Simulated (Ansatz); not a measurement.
## Bands, cutoff and cost in G0W0 for LaBiS2O (P4/nmm)

Aim: see how the G0W0 gap of LaBiS2O (P4/nmm) on r2SCAN moves with empty bands and screening cutoff, and what each rung costs.

Calculated with Ansatz 0.2.0; G0W0 on r2SCAN, plane waves, PAW; PAW set soft_1.

This is a report of a sequence of runs, with most program output left out.

### Step 1. The starting structure

It takes space group P4/nmm (No. 129, tetragonal). The conventional cell has a = 4.065 Å, b = 4.065 Å, c = 13.861 Å, α = 90.00°, β = 90.00°, γ = 90.00°. La has 4 O at 2.38 Å and 4 S at 3.20 Å nearest. Bi has 5 S at 2.48 to 2.89 Å nearest. Nearest to S lie 4 Bi at 2.89 Å. Nearest to S lie 1 Bi at 2.48 Å and 4 La at 3.20 Å. O has 4 La at 2.38 Å nearest. Farther neighbours and most contacts between anions are not listed.

Geometry: measured lattice cell, ions relaxed with r2SCAN; the structure entry is the Materials Project's. The runs that relaxed it are not among those shown. Spin-orbit coupling is left out unless a step names it.

### Step 2. 156 empty bands, screening to 45 eV

Now the one-shot GW correction: screening in the RPA, then the self-energy of the levels asked for. This step takes PAW set soft_1 files.

The input, input.yaml:

```yaml
crystal:
  lattice:
    - [4.0646, 0.0, 0.0]
    - [0.0, 4.0646, 0.0]
    - [0.0, 0.0, 13.8614]
  atoms:
    - { symbol: La, position: [0.5, 0.0, 0.589244592] }
    - { symbol: La, position: [0.0, 0.5, 0.410755408] }
    - { symbol: Bi, position: [0.0, 0.5, 0.8700583546] }
    - { symbol: Bi, position: [0.5, 0.0, 0.1299416454] }
    - { symbol: S, position: [0.5, 0.0, 0.8884344053] }
    - { symbol: S, position: [0.0, 0.5, 0.1115655947] }
    - { symbol: S, position: [0.0, 0.5, 0.6909732264] }
    - { symbol: S, position: [0.5, 0.0, 0.3090267736] }
    - { symbol: O, position: [0.0, 0.0, 0.5] }
    - { symbol: O, position: [0.5, 0.5, 0.5] }
kpoints:
  mp_grid: { grid: [4, 4, 2] }
hamiltonian:
  xc: r2scan
  pseudopotentials: { kind: paw, azcp: { folder: soft_1 } }
scf:
  occupations: { method: fixed }
gw:
  n_empty_bands: 156
  ecut_chi: 45
  qp_bands: [v3, c3]
  qp_kpoints: band_edges
  screening: { model: contour_deformation }
```

Command:

```console
$ ansatz run input.yaml --threads 24 --pin off --max-ram 82944MiB --backend cuda --events-out ev --progress --plain --runs-dir out --devices 1 --max-vram 78GiB
```

Elapsed: 4.3 s, on 1 × NVIDIA GB200 (shared by 2 runs) with 24 threads of Arm Neoverse V2, shared host; peak memory 1.8 GiB.

Numbers from this step:

```
bands summed                                 : 200
RPA ε∞ on this mesh (eigenvalues)            : 6.423, 19.96, 19.96
plane waves in the screening matrix          : 139
q-points in the mesh                         : 32
G0W0 gap on the mesh                         : 1.213 eV
k of the valence top                         : 0, -0.5, 0
k of the conduction bottom                   : 0, -0.5, 0
starting gap on the mesh                     : 1.137 eV
Z at the valence top                         : 0.7517
Z at the conduction bottom                   : 0.7694
least direct G0W0 gap on the computed points : 1.213 eV
```

The gap on the mesh goes from 1.14 eV to 1.21 eV, a correction of +0.08 eV. Between the two edge states, bare exchange in place of the xc potential would open the gap by 4.46 eV, and correlation takes back 4.39 eV.

### Step 3. 443 empty bands, screening to 90 eV

Another rung: the empty bands reach about as high as the screening cutoff, so the two stay in balance.

Changes to input.yaml since step 2:

```diff
@@ -24,4 +24,4 @@
 gw:
-  n_empty_bands: 156
-  ecut_chi: 45
+  n_empty_bands: 443
+  ecut_chi: 90
   qp_bands: [v3, c3]
```

The job ended after 8.2 s (1 × NVIDIA GB200 (shared by 2 runs) with 24 threads; peak memory 2.9 GiB; 31 s of CPU time).

Numbers from this step:

| Quantity | Value |
| --- | --- |
| bands summed | 487 |
| RPA ε∞ on this mesh (eigenvalues) | 6.363, 19.38, 19.38 |
| plane waves in the screening matrix | 433 |
| q-points in the mesh | 32 |
| G0W0 gap on the mesh | 1.303 eV |
| k of the valence top | 0, -0.5, 0 |
| k of the conduction bottom | 0, -0.5, 0 |
| starting gap on the mesh | 1.137 eV |
| Z at the valence top | 0.7449 |
| Z at the conduction bottom | 0.7652 |
| least direct G0W0 gap on the computed points | 1.303 eV |

Against the run with 4×4×2 mesh, 156 empty bands, screening to 45 eV, PAW set soft_1 files, the gap moves by +0.09 eV.

### Step 4. 955 empty bands, screening to 150 eV

Changes to input.yaml since step 3:

```diff
@@ -24,4 +24,4 @@
 gw:
-  n_empty_bands: 443
-  ecut_chi: 90
+  n_empty_bands: 955
+  ecut_chi: 150.0
   qp_bands: [v3, c3]
```

It took 36 s on 1 × NVIDIA GB200 (shared by 2 runs) with 24 threads; peak memory 5 GiB.

Numbers from this step:

```
bands summed                                 : 999
RPA ε∞ on this mesh (eigenvalues)            : 6.349, 19.34, 19.34
plane waves in the screening matrix          : 931
G0W0 gap on the mesh                         : 1.382 eV
k of the valence top                         : 0, -0.5, 0
k of the conduction bottom                   : 0, -0.5, 0
starting gap on the mesh                     : 1.137 eV
least direct G0W0 gap on the computed points : 1.382 eV
```

Against the run with 4×4×2 mesh, 443 empty bands, screening to 90 eV, PAW set soft_1 files, the gap moves by +0.08 eV.

### Step 5. Changing the k mesh: 2×2×1 mesh, 443 empty bands, screening to 90 eV, PAW set soft_1 files

A second mesh at equal bands and cutoff isolates the sampling error. Bands and cutoff differ from the step before, so it is read against an earlier run that matches them.

Changes to input.yaml since step 4:

```diff
@@ -17,3 +17,3 @@
 kpoints:
-  mp_grid: { grid: [4, 4, 2] }
+  mp_grid: { grid: [2, 2, 1] }
 hamiltonian:
@@ -24,4 +24,4 @@
 gw:
-  n_empty_bands: 955
-  ecut_chi: 150.0
+  n_empty_bands: 443
+  ecut_chi: 90
   qp_bands: [v3, c3]
```

The job ended after 2.9 s (1 × NVIDIA GB200 (shared by 2 runs) with 24 threads; peak memory 1.8 GiB).

Numbers from this step:

```yaml
bands_summed: 487
rpa_eps_infinity_on_this_mesh_eigenvalues: 7.164, 65.28, 65.28
plane_waves_in_the_screening_matrix: 433
g0w0_gap_on_the_mesh: 0.9682 eV
k_of_the_valence_top: 0, -0.5, 0
k_of_the_conduction_bottom: 0, -0.5, 0
starting_gap_on_the_mesh: 1.059 eV
least_direct_g0w0_gap_on_the_computed_points: 0.9682 eV
```

Against the run with 4×4×2 mesh, 443 empty bands, screening to 90 eV, PAW set soft_1 files, the gap moves by −0.33 eV, while the start moved by −0.08 eV.

### Step 6. Changing the frequency model: 4×4×2 mesh, 443 empty bands, screening to 90 eV, plasmon pole, PAW set soft_1 files

A plasmon pole stands in for the full frequency dependence of the screening; this run shows what that costs in accuracy.

Changes to input.yaml since step 5:

```diff
@@ -17,3 +17,3 @@
 kpoints:
-  mp_grid: { grid: [2, 2, 1] }
+  mp_grid: { grid: [4, 4, 2] }
 hamiltonian:
@@ -28,2 +28,2 @@
   qp_kpoints: band_edges
-  screening: { model: contour_deformation }
+  screening: { model: godby_needs }
```

Elapsed: 8.9 s, on 1 × NVIDIA GB200 (shared by 2 runs) with 24 threads; peak memory 2.9 GiB.

Numbers from this step:

| Property | Result |
| --- | --- |
| bands summed | 487 |
| plasmon-pole fit frequency | 23.02 eV |
| RPA ε∞ on this mesh (eigenvalues) | 6.363, 19.38, 19.38 |
| plane waves in the screening matrix | 433 |
| G0W0 gap on the mesh | 1.284 eV |
| k of the valence top | 0, -0.5, 0 |
| k of the conduction bottom | 0, -0.5, 0 |
| starting gap on the mesh | 1.137 eV |
| least direct G0W0 gap on the computed points | 1.284 eV |

Against the run with 4×4×2 mesh, 443 empty bands, screening to 90 eV, PAW set soft_1 files, the gap moves by −0.019 eV.

### Step 7. Side by side

Times are wall times on 1 × NVIDIA GB200 (shared by 2 runs) with 24 threads of Arm Neoverse V2, shared host, good to a factor of about two.

| mesh | files | frequency | bands summed | cutoff (eV) | start (eV) | G0W0 (eV) | time | host memory (GiB) |
| --- | --- | --- | --- | --- | --- | --- | --- | --- |
| 4×4×2 | PAW set soft_1 | contour deformation | 200 | 45 | 1.137 | 1.213 | 4.3 s | 1.8 |
| 4×4×2 | PAW set soft_1 | contour deformation | 487 | 90 | 1.137 | 1.303 | 8.2 s | 2.9 |
| 4×4×2 | PAW set soft_1 | contour deformation | 999 | 150 | 1.137 | 1.382 | 36 s | 5.0 |
| 2×2×1 | PAW set soft_1 | contour deformation | 487 | 90 | 1.059 | 0.968 | 2.9 s | 1.8 |
| 4×4×2 | PAW set soft_1 | plasmon pole | 487 | 90 | 1.137 | 1.284 | 8.9 s | 2.9 |

How the two edges are built up, in eV (the quasiparticle level is the starting level plus Σx plus Σc less Vxc):

```
      run               edge  start      Σx     Σc     Vxc     Z    QP
200 bands        valence top   7.77  -17.27   1.66  -15.98  0.75  8.14
200 bands  conduction bottom   8.91  -10.06  -2.73  -13.24  0.77  9.35
487 bands        valence top   7.77  -17.27   1.25  -15.98  0.74  7.73
487 bands  conduction bottom   8.91  -10.06  -3.05  -13.24  0.77  9.03
999 bands        valence top   7.77  -17.27   1.00  -15.98  0.74  7.48
999 bands  conduction bottom   8.91  -10.06  -3.22  -13.24  0.76  8.86
```

### Step 8. Summary of results

```yaml
200_bands_45_ev: 1.213 eV
487_bands_90_ev: 1.303 eV
999_bands_150_ev: 1.382 eV
estimated_limit_in_bands_and_cutoff: 1.46 eV
mesh_and_start: 4×4×2, r2SCAN
```

In words: A line in one over the bands through the two highest rungs gives 1.46 eV, +0.08 eV from the top rung; the pair below gives 1.37 eV, so the estimate is still climbing. The rungs stand 0.24 eV (200 bands), 0.15 eV (487 bands) and 0.08 eV (999 bands) from it. From 200 to 999 bands the gap moves by +0.17 eV while the time grows 8.5-fold. Σc changes by −0.66 eV at the valence top and −0.49 eV at the conduction bottom, so the levels themselves move more than the gap between them. On the 2×2×1 mesh in place of 4×4×2 the gap differs by −0.33 eV, of which −0.08 eV is already in the start. The plasmon-pole model gives −0.02 eV against contour deformation, 11 % of the correction, and saved no time in this program. The cheapest rung within 0.1 eV of this estimate is that with 999 bands (36 s). The 4×4×2 mesh is coarse for this cell (its supercell is 16 Å along the shortest edge). The RPA ε∞ on it, from the r2SCAN start, is 6.35 and 19.34; such meshes misread the long-range screening, most where the gap is narrow. Where an edge is built on 6p states of lead, bismuth or thallium, scalar-relativistic gaps usually stand too wide, by a few tenths to over one eV. Empty 4f levels lie among the conduction bands. Their place in the start is unsure; it enters the screening, and the edge itself where they lie low. The many-body steps are scalar-relativistic: spin-orbit coupling is not in them.

[Paths, hosts, dates, memory and timing lines, banners, echoed tables and standing remarks are left out of the program output.]

[Logs are printed without paths, hosts, clocks, repeated set-up lines and the standing remarks that a program may print on its own settings, such as how far it seeks lower states.]

[Runs of the session that timed out or met a known fault of the program may be left out.]

[Cells called generated may have been cut or substituted from an entry of the Crystallography Open Database or the Materials Project.]

[Hosts, paths, dates, database ids (printed as entryN), source tags and the programs' standing remarks are cut or masked in the printed files.]
